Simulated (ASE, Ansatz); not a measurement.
## Relaxing RbCl(100) slab (54 atoms)

Aim: bring RbCl(100) slab (54 atoms) to a nearby minimum of the energy and see what moves.

Program: Ansatz 0.2.0. Level of theory: Kohn-Sham DFT, PBE, PAW (set soft_2), plane waves. Results are calculated unless marked as measured.

## 1. Set-up

The cell holds 54 atoms: 27 Rb and 27 Cl. Its edges and angles: a = 13.979 Å, b = 13.979 Å, c = 20.590 Å, α = 90.0°, β = 90.0°, γ = 90.0°. It derives from RbCl (rock-salt). Rock-salt RbCl (a = 6.59 Å), (100) slab of 3 repeat layers, 3 x 3 surface cells, 14 Å of vacuum; atoms within 2.97 Å of the bottom held; not relaxed, displaced by a Gaussian of 0.02 Å. Vacuum lies along c.

What the set-up can't give: Sampling is at Γ alone, for a cell whose shortest periodic width is 14 Å.

## 2. Single point at the start

The forces at the start show how far the geometry lies from a minimum of this functional.

The input, input.yaml:

```yaml
crystal:
  lattice:
    - [13.9795, 0.0, 0.0]
    - [0.0, 13.9795, 0.0]
    - [0.0, 0.0, 20.59]
  atoms:
    - { symbol: Rb, position: [0.00168, 0.99906, 0.33978] }
    - { symbol: Cl, position: [0.16762, 0.16813, 0.34019] }
    - { symbol: Rb, position: [0.16942, 0.16794, 0.49962] }
    - { symbol: Cl, position: [0.00327, 0.99899, 0.49826] }
    - { symbol: Rb, position: [0.00127, 0.99875, 0.65976] }
    - { symbol: Cl, position: [0.16898, 0.16725, 0.66127] }
    - { symbol: Rb, position: [0.0021, 0.33399, 0.34085] }
    - { symbol: Cl, position: [0.16993, 0.50066, 0.34108] }
    - { symbol: Rb, position: [0.1647, 0.49832, 0.49848] }
    - { symbol: Cl, position: [0.00251, 0.33494, 0.50034] }
    - { symbol: Rb, position: [0.99969, 0.33477, 0.66037] }
    - { symbol: Cl, position: [0.16695, 0.50225, 0.65902] }
    - { symbol: Rb, position: [0.00267, 0.66474, 0.34028] }
    - { symbol: Cl, position: [0.16802, 0.83369, 0.34063] }
    - { symbol: Rb, position: [0.16919, 0.83357, 0.50085] }
    - { symbol: Cl, position: [0.00251, 0.66676, 0.49865] }
    - { symbol: Rb, position: [0.00317, 0.66694, 0.66009] }
    - { symbol: Cl, position: [0.16814, 0.83061, 0.65981] }
    - { symbol: Rb, position: [0.33576, 0.00035, 0.33967] }
    - { symbol: Cl, position: [0.5005, 0.1652, 0.34149] }
    - { symbol: Rb, position: [0.50295, 0.16686, 0.50123] }
    - { symbol: Cl, position: [0.33738, 0.99652, 0.50105] }
    - { symbol: Rb, position: [0.33545, 0.99969, 0.66063] }
    - { symbol: Cl, position: [0.50486, 0.1654, 0.66065] }
    - { symbol: Rb, position: [0.33786, 0.3347, 0.33978] }
    - { symbol: Cl, position: [0.50154, 0.4989, 0.34054] }
    - { symbol: Rb, position: [0.50343, 0.4993, 0.49973] }
    - { symbol: Cl, position: [0.33274, 0.33067, 0.49876] }
    - { symbol: Rb, position: [0.33424, 0.33335, 0.66087] }
    - { symbol: Cl, position: [0.50303, 0.49987, 0.66037] }
    - { symbol: Rb, position: [0.33523, 0.66758, 0.33986] }
    - { symbol: Cl, position: [0.50302, 0.83511, 0.33917] }
    - { symbol: Rb, position: [0.50195, 0.8324, 0.50087] }
    - { symbol: Cl, position: [0.33674, 0.66827, 0.49984] }
    - { symbol: Rb, position: [0.33621, 0.66693, 0.659] }
    - { symbol: Cl, position: [0.50277, 0.83359, 0.66029] }
    - { symbol: Rb, position: [0.66848, 0.99854, 0.34079] }
    - { symbol: Cl, position: [0.8376, 0.16704, 0.33974] }
    - { symbol: Rb, position: [0.8356, 0.16708, 0.50094] }
    - { symbol: Cl, position: [0.66866, 0.99848, 0.5005] }
    - { symbol: Rb, position: [0.6703, 0.99891, 0.66029] }
    - { symbol: Cl, position: [0.83681, 0.16761, 0.66185] }
    - { symbol: Rb, position: [0.67076, 0.33504, 0.33959] }
    - { symbol: Cl, position: [0.83564, 0.49842, 0.33955] }
    - { symbol: Rb, position: [0.83699, 0.5, 0.50076] }
    - { symbol: Cl, position: [0.66896, 0.3338, 0.49951] }
    - { symbol: Rb, position: [0.66686, 0.33249, 0.66013] }
    - { symbol: Cl, position: [0.83584, 0.50003, 0.66144] }
    - { symbol: Rb, position: [0.66731, 0.66736, 0.34174] }
    - { symbol: Cl, position: [0.83295, 0.8328, 0.34018] }
    - { symbol: Rb, position: [0.83584, 0.83322, 0.49943] }
    - { symbol: Cl, position: [0.66693, 0.66717, 0.50145] }
    - { symbol: Rb, position: [0.66684, 0.66641, 0.66076] }
    - { symbol: Cl, position: [0.83393, 0.83398, 0.65858] }
kpoints:
  mp_grid: { grid: [1, 1, 1] }
hamiltonian:
  xc: pbe
scf:
  occupations: { method: fixed }
output:
  forces: true
  populations: intrinsic
  dos:
    method: { smearing: { sigma: 0.1 } }
    de: 0.1
    projected: { site_lists: { Cl: [Cl], Rb: [Rb] } }
  eigenvalues: true
```

Started as:

```sh
$ ansatz run input.yaml --threads 4 --pin off --max-ram 8192MiB --backend cpu --events-out ev --progress --plain --runs-dir out
```

Numbers of over 12 decimals in the logs are rounded to 6 here.

The program printed:

```text
Engine: ansatz 0.2.0, aarch64-unknown-linux-gnu
Pseudopotentials: kind: paw
Pseudopotential: Rb, paw, valence charge 9, recommended cutoff 420 eV (normal), Rb.paw.azcp
Pseudopotential: Cl, paw, valence charge 7, recommended cutoff 420 eV (normal), Cl.paw.azcp
[... 5 lines on functional and potentials left out ...]
Crystal: 54 atoms, lattice volume = 4023.830 Å³
Basis set: ecut = 420 eV, 78689 PW (Γ), exchange–correlation on 192×192×288 points (8 copies of the dense FFT grid, shifted against one another)
Bands: 270, of which v1, the nominal top of the filled ones, is band 216 counted from 1 (215 counted from 0)
Symmetry: 1 space group operations
Space group: P1 (ITA 1), of the structure as read, at distance tolerance 1.6e-4 Å
k-points: 1
[... 5 lines on functional and potentials left out ...]
Initial density: superposition of atomic densities (neutral atoms: chi_scale 0, normalization atom), corrected by the library's trained network
Initial wavefunctions: pseudopotential atomic-orbital guess
Functional: x = pbe(κ = 0.804, μ = 0.219515), c = pbe(β = 0.066725)
SCF iter   1: F=—  HF=-117467.977911 eV  |F-HF|=—  |Δ(HF+E_count)|=         —  Δρ=3.74e-4  dr2=1.35e-2  ethr=1.77e-3  ⟨swp⟩=5.0  Hψ=904  notcnv=0  defer=47
preconditioner: auto → Resta (q_TF=auto, 1.881 Å⁻¹)  ε∞=1.9  [insulator: Δε(μ)=4.738 eV  Ē_g=12.312 eV  n_scr=468 (ndim 8)  ℏωp=11.4 eV  f_vac=0.513  ε∞_Penn≈1.9  vacuum switching on, ρ_ref=1.1e-2 e/Å³]
SCF iter   2: F=—  HF=-117467.992089 eV  |F-HF|=—  |Δ(HF+E_count)|=   1.42e-2  Δρ=1.38e-4  dr2=1.17e-3  ethr=3.13e-6  ⟨swp⟩=3.0  Hψ=720  notcnv=0  defer=52
SCF iter   3: F=—  HF=-117467.995000 eV  |F-HF|=—  |Δ(HF+E_count)|=   2.91e-3  Δρ=6.01e-5  dr2=1.85e-4  ethr=2.70e-7  ⟨swp⟩=3.0  Hψ=389  notcnv=0  defer=52
SCF iter   4: F=—  HF=-117467.995901 eV  |F-HF|=—  |Δ(HF+E_count)|=   9.01e-4  Δρ=1.02e-5  dr2=5.98e-6  ethr=4.29e-8  ⟨swp⟩=3.0  Hψ=389  notcnv=0  defer=52
SCF iter   5: F=—  HF=-117467.998021 eV  |F-HF|=—  |Δ(HF+E_count)|=   2.12e-3  Δρ=3.46e-6  dr2=4.28e-7  ethr=1.38e-9  ⟨swp⟩=2.0  Hψ=486  notcnv=0  defer=52
SCF iter   6: F=-117467.998024 eV  HF=-117467.998024 eV  |F-HF|=1.21e-7  |Δ(HF+E_count)|=   2.37e-6  Δρ=8.88e-7  dr2=2.44e-8  ethr=2.31e-11  ⟨swp⟩=29.0  Hψ=2505  notcnv=0
SCF 1 converged in 6 iterations: F = -117467.998024 eV  dr2 = 2.44e-8
  greatest PAW one-centre occupation: 0.973 electrons in one spin orbital (limit 2), on the Rb atom at site 32 (counted from 0), in its partial waves of l = 0
SCF converged after 6 iterations
Free energy (F): -117467.998024 eV
Harris-Foulkes:  -117467.998024 eV  (|F-HF|=1.21e-7)
Internal energy: -117467.998024 eV  (E = F + TS)
E sigma→0 (E₀):  -117467.998024 eV
Fermi energy:    -2.576558 eV
--- Per-component energies (eV) ---
  E_band       = -4461.654078
  E_kinetic    = 9573.271254
  E_local      = -108622.595594  (includes V_loc(G=0)·N_el)
  E_nonlocal   = 5441.486280
  E_hartree    = 48542.892747
  E_xc         = -6445.280430
  E_vxc        = -7025.161516  (∫ρ·V_xc dr)
  E_paw        = -88487.636285  (= ΣΔE_a)
  E_vpaw       = -914.434131  (= ΣTr[D̂ρ^β])
  E_aug_tail   = 0.002405  (compensation charges beyond the density's cutoff)
  E_ewald      = 22529.861599
  E_smearing   = -0.000000  (= −TS)
  E_closure    = 0.000000  (closes the sum)
  Σ components = -117467.998024   (vs F -117467.998024, Δ=0.00e0)
--- Forces (eV/Å), atoms counted from 1 ---
  atom   1  Rb     0.00598998     0.01378863    -0.02927943
  atom   2  Cl     0.03087633    -0.01843294    -0.06054115
  atom   3  Rb    -0.01604965    -0.07701545     0.01483652
  atom   4  Cl    -0.02671767     0.03977917     0.06534319
  atom   5  Rb     0.02969436     0.02272508    -0.00349667
  atom   6  Cl    -0.01789476    -0.01463058     0.03066567
  atom   7  Rb     0.02237913    -0.02268474    -0.04032246
  atom   8  Cl    -0.00862730    -0.00875056    -0.10137575
  atom   9  Rb     0.13075204     0.06344833     0.05845396
  atom  10  Cl    -0.04853847    -0.06287293     0.01263525
  atom  11  Rb     0.06043532    -0.01822078     0.02862714
  atom  12  Cl     0.04566144    -0.05415467     0.05621592
  atom  13  Rb    -0.02186203     0.05133176    -0.03703896
  atom  14  Cl     0.01247647    -0.01863920    -0.06863625
[...]
atom  53  Rb     0.04919684     0.00506961     0.01597805
  atom  54  Cl     0.04239700    -0.03578689     0.07770841
  max |Σ_I F_I| component: 3.64e-5 eV/Å
--- Band table (eV) ---
  k-point 0: bands = ["-26.9393", "-26.9057", "-26.8850", "-26.8786", [... 254 levels ...], "4.7838", "4.8637", "4.8676", "4.8693", "4.8839", "4.8983", "4.9269", "4.9310", "4.9326", "4.9403", "4.9412", "4.9442"]
--- intrinsic populations: 54 sites ---
  site symbol       q [e]
     0     Rb      8.1812
     1     Cl      7.8136
     2     Rb      8.2208
[...]
53     Cl      7.8134
  spilling = -0.000000 (of n_electrons = 432.000000)
```

It took 29 s on 4 threads of Arm Neoverse V2, shared host; peak memory 3.3 GiB.

The column dr2 measures how far the density is from self-consistency, as an energy; F and HF (Harris–Foulkes) agree once it is small.

The run gave:

| Item | Value |
| --- | --- |
| free energy | -117467.9980 eV |
| free energy per atom | -2175.3333 eV/atom |
| SCF cycles | 6 |
| r.m.s. force component | 0.04039 eV/Å |
| longest force | 0.1567 eV/Å |
| Fermi energy | -2.577 eV |
| gap (highest filled to lowest empty level) | 4.749 eV |

The r.m.s. force component of 0.040 eV/Å sets the starting point.

Neighbours are counted within 3.77 Å (Cl-Rb).

Length of the force by element and coordination:

```tsv
element	coordination	atoms	mean length of the force (eV/Å)	spread	least	most
Cl	all	27	0.0757	0.0227	0.029	0.123
Cl	5	18	0.0765	0.02	0.0384	0.106
Cl	6	9	0.074	0.0273	0.029	0.123
Rb	all	27	0.0517	0.0295	0.0069	0.157
Rb	5	18	0.0469	0.0219	0.0069	0.0864
Rb	6	9	0.0614	0.0387	0.0128	0.157
```

## 3. Relaxation

With the cell held, the atoms are moved downhill towards a nearby minimum.

input.yaml, the sections that differ from step 2:

```yaml
output:
  forces: true
relax:
  f_tol: 0.03
  max_steps: 200
  constraints:
    - { sites: [0, 1, 6, 7, 12, 13, 18, 19, 24, 25, 30, 31, 36, 37, 42, 43, 48, 49], fix: xyz }
# crystal, kpoints, hamiltonian, scf: as in step 2
```

The program printed:

```text
[...]
Crystal: 54 atoms, lattice volume = 4023.830 Å³
Basis set: ecut = 420 eV, 78689 PW (Γ), exchange–correlation on 192×192×288 points (8 copies of the dense FFT grid, shifted against one another)
Bands: 270, of which v1, the nominal top of the filled ones, is band 216 counted from 1 (215 counted from 0)
Symmetry: 1 space group operations
[...]
k-points: 1
[...]
SCF iter   1: F=—  HF=-117467.980049 eV  |F-HF|=—  |Δ(HF+E_count)|=         —  Δρ=3.70e-4  dr2=1.34e-2  ethr=1.77e-3  ⟨swp⟩=5.0  Hψ=849  notcnv=0  defer=47
[...]
SCF iter   6: F=-117467.998024 eV  HF=-117467.998024 eV  |F-HF|=1.20e-7  |Δ(HF+E_count)|=   2.08e-6  Δρ=8.03e-7  dr2=2.28e-8  ethr=9.45e-11  ⟨swp⟩=1.0  Hψ=711  notcnv=0
SCF 1 converged in 6 iterations: F = -117467.998024 eV  dr2 = 2.28e-8
[...]
relax step   1: F+E_penalty+E_count = -117467.99802380 eV  Δ(F+E_penalty+E_count) = +0.000e0 eV  max|allowed force component| = 1.308e-1 eV/Å  Δτ_max = 0.0000 Å  (6 SCF iters, dr2 threshold 2.25e-5 eV, accepted)
[...]
relax step   2: F+E_penalty+E_count = -117468.04533920 eV  Δ(F+E_penalty+E_count) = -4.732e-2 eV  max|allowed force component| = 4.482e-2 eV/Å  Δτ_max = 0.0715 Å  (5 SCF iters, dr2 threshold 1.07e-6 eV, accepted)
[...]
relax step   3: F+E_penalty+E_count = -117468.06103508 eV  Δ(F+E_penalty+E_count) = -1.570e-2 eV  max|allowed force component| = 7.014e-3 eV/Å  Δτ_max = 0.0610 Å  (6 SCF iters, accepted)
SCF converged after 6 iterations
Free energy (F): -117468.061035 eV
[...]
Internal energy: -117468.061035 eV  (E = F + TS)
E sigma→0 (E₀):  -117468.061035 eV
Fermi energy:    -2.582954 eV
[...]
--- Forces (eV/Å), atoms counted from 1 ---
  atom   1  Rb     0.00181975     0.01754198     0.01626361
  atom   2  Cl     0.03260407    -0.02268509    -0.02656716
  atom   3  Rb     0.00008135    -0.00038519     0.00361739
  atom   4  Cl    -0.00237576    -0.00031118     0.00323549
  atom   5  Rb     0.00093934     0.00084248     0.00143427
  atom   6  Cl    -0.00068206    -0.00068873     0.00257696
  atom   7  Rb     0.02662461    -0.01346402     0.00649797
  atom   8  Cl    -0.00395178    -0.00526897    -0.03685402
  atom   9  Rb     0.00312287     0.00011162     0.00672654
  atom  10  Cl    -0.00040400     0.00012341    -0.00067221
  atom  11  Rb     0.00239530     0.00019805     0.00102302
  atom  12  Cl    -0.00013554    -0.00090534     0.00517634
  atom  13  Rb    -0.02442454     0.03802194     0.01351003
  atom  14  Cl     0.01102333    -0.01675682    -0.03377954
[...]
atom  53  Rb     0.00030394     0.00032989     0.00180757
  atom  54  Cl     0.00027310     0.00018077     0.00701425
  max |Σ_I F_I| component: 6.69e-5 eV/Å
--- Relaxed structure (3 steps of the walk, 3 accepted, 0 SCFs on fresh bases) ---
  F+E_penalty+E_count = -117468.06103508 eV   max|allowed force component| = 7.014e-3 eV/Å
  atoms:
    - { symbol: Rb, position: [0.00168, 0.999060, 0.339780] }
    - { symbol: Cl, position: [0.16762, 0.16813, 0.340190] }
    - { symbol: Rb, position: [0.168832, 0.166800, 0.501781] }
    - { symbol: Cl, position: [0.00212876, 0.999815, 0.501737] }
[...]
- { symbol: Cl, position: [0.835491, 0.833199, 0.664650] }
```

Run time: 39 s. Hardware: 4 threads; peak memory 3.1 GiB.

Step by step:

```tsv
step	energy less that of the first step (eV)	largest force component, free atoms (eV/Å)
1	0.0000	0.1308
2	-0.0473	0.0448
3	-0.0630	0.0070
```

The atoms that moved most (Å):

```tsv
atom	dx	dy	dz	length
Cl12	0.027	-0.030	0.123	0.129
Cl54	0.022	-0.011	0.125	0.127
Cl18	0.008	0.035	0.104	0.110
Rb9	0.061	0.022	0.083	0.105
Cl24	-0.036	0.017	0.091	0.099
Cl36	-0.009	-0.003	0.096	0.097
Cl30	-0.013	0.000	0.095	0.096
Rb35	-0.009	-0.003	0.091	0.092
```

The relaxation changed the energy by -1.17 meV/atom, and atoms moved by 0.06 Å r.m.s., 0.13 Å at most.

## 4. Distances and neighbours after relaxation

Bonds before and after, by the cutoffs listed below:

```tsv
pair	bonds before	bonds after	mean before (Å)	mean after (Å)	spread before (Å)	spread after (Å)
Cl-Rb	144	144	3.295	3.305	0.027	0.023
```

Normalised to the volume that the atoms fill. g(r), total and by pair (bins of 0.1 Å):

```tsv
r (Å)	total	Cl-Cl	Cl-Rb	Rb-Rb
3.15	0.00	0.00	0.00	0.00
3.25	7.89	0.00	15.80	0.00
3.35	4.44	0.00	8.88	0.00
3.45	0.00	0.00	0.00	0.00
3.55	0.00	0.00	0.00	0.00
3.65	0.00	0.00	0.00	0.00
3.75	0.00	0.00	0.00	0.00
3.85	0.00	0.00	0.00	0.00
3.95	0.00	0.00	0.00	0.00
4.05	0.00	0.00	0.00	0.00
4.15	0.00	0.00	0.00	0.00
4.25	0.00	0.00	0.00	0.00
4.35	0.00	0.00	0.00	0.00
4.45	0.00	0.00	0.00	0.00
4.55	0.00	0.00	0.00	0.00
4.65	9.11	16.50	0.00	19.90
4.75	1.58	4.83	0.00	1.50
4.85	0.00	0.00	0.00	0.00
4.95	0.00	0.00	0.00	0.00
5.05	0.00	0.00	0.00	0.00
5.15	0.00	0.00	0.00	0.00
5.25	0.00	0.00	0.00	0.00
5.35	0.00	0.00	0.00	0.00
5.45	0.00	0.00	0.00	0.00
5.55	0.00	0.00	0.00	0.00
5.65	0.09	0.00	0.17	0.00
5.75	3.99	0.00	7.98	0.00
5.85	0.00	0.00	0.00	0.00
5.95	0.00	0.00	0.00	0.00
6.05	0.00	0.00	0.00	0.00
6.15	0.00	0.00	0.00	0.00
6.25	0.00	0.00	0.00	0.00
6.35	0.00	0.00	0.00	0.00
6.45	0.00	0.00	0.00	0.00
6.55	2.02	4.04	0.00	4.04
6.65	0.63	1.18	0.00	1.34
6.75	0.04	0.16	0.00	0.00
6.85	0.00	0.00	0.00	0.00
6.95	0.00	0.00	0.00	0.00
7.05	0.00	0.00	0.00	0.00
7.15	0.00	0.00	0.00	0.00
7.25	0.00	0.00	0.00	0.00
7.35	5.85	0.00	11.70	0.00
7.45	1.51	0.00	3.02	0.00
```

Bonds by pair of elements; cutoffs follow the first minimum of g(r), held within bounds set by covalent radii, and pairs that aren't listed don't count as bonded:

```tsv
pair A-B	cutoff (Å)	bonds	mean length (Å)	spread (Å)	shortest (Å)	B about A	A about B
Cl-Rb	3.77	144	3.31	0.023	3.24	5.33	5.33
```

How many atoms have how many bonded neighbours:

```tsv
element	mean	5	6
Cl	5.33	18	9
Rb	5.33	18	9
```

Bond angles (no mean is given where the spread exceeds 20°):

```tsv
angle	count	mean (°)	spread (°)
Rb-Cl-Rb	315	-	-
Cl-Rb-Cl	315	-	-
```

Bond length by coordination (bonds to H left out):

```tsv
element	coordination	atoms	mean bond length (Å)
Cl	5	18	3.30
Cl	6	9	3.31
Rb	5	18	3.30
Rb	6	9	3.31
```

First main peaks of g(r), for some of the pairs, lie near 4.68 Å (Cl-Cl), 3.29 Å (Cl-Rb) and 4.68 Å (Rb-Rb). With the cutoffs above, 67 % of Cl atoms have 5 and 67 % of Rb atoms have 5 bonded neighbours.

(Part 1 of 2 ends here.)

[Logs are printed without paths, hosts, clocks, repeated set-up lines and the standing remarks that a program may print on its own settings, such as how far it seeks lower states.]

[Hosts, paths, dates, database ids (printed as entryN), source tags and the programs' standing remarks are cut or masked in the printed files.]
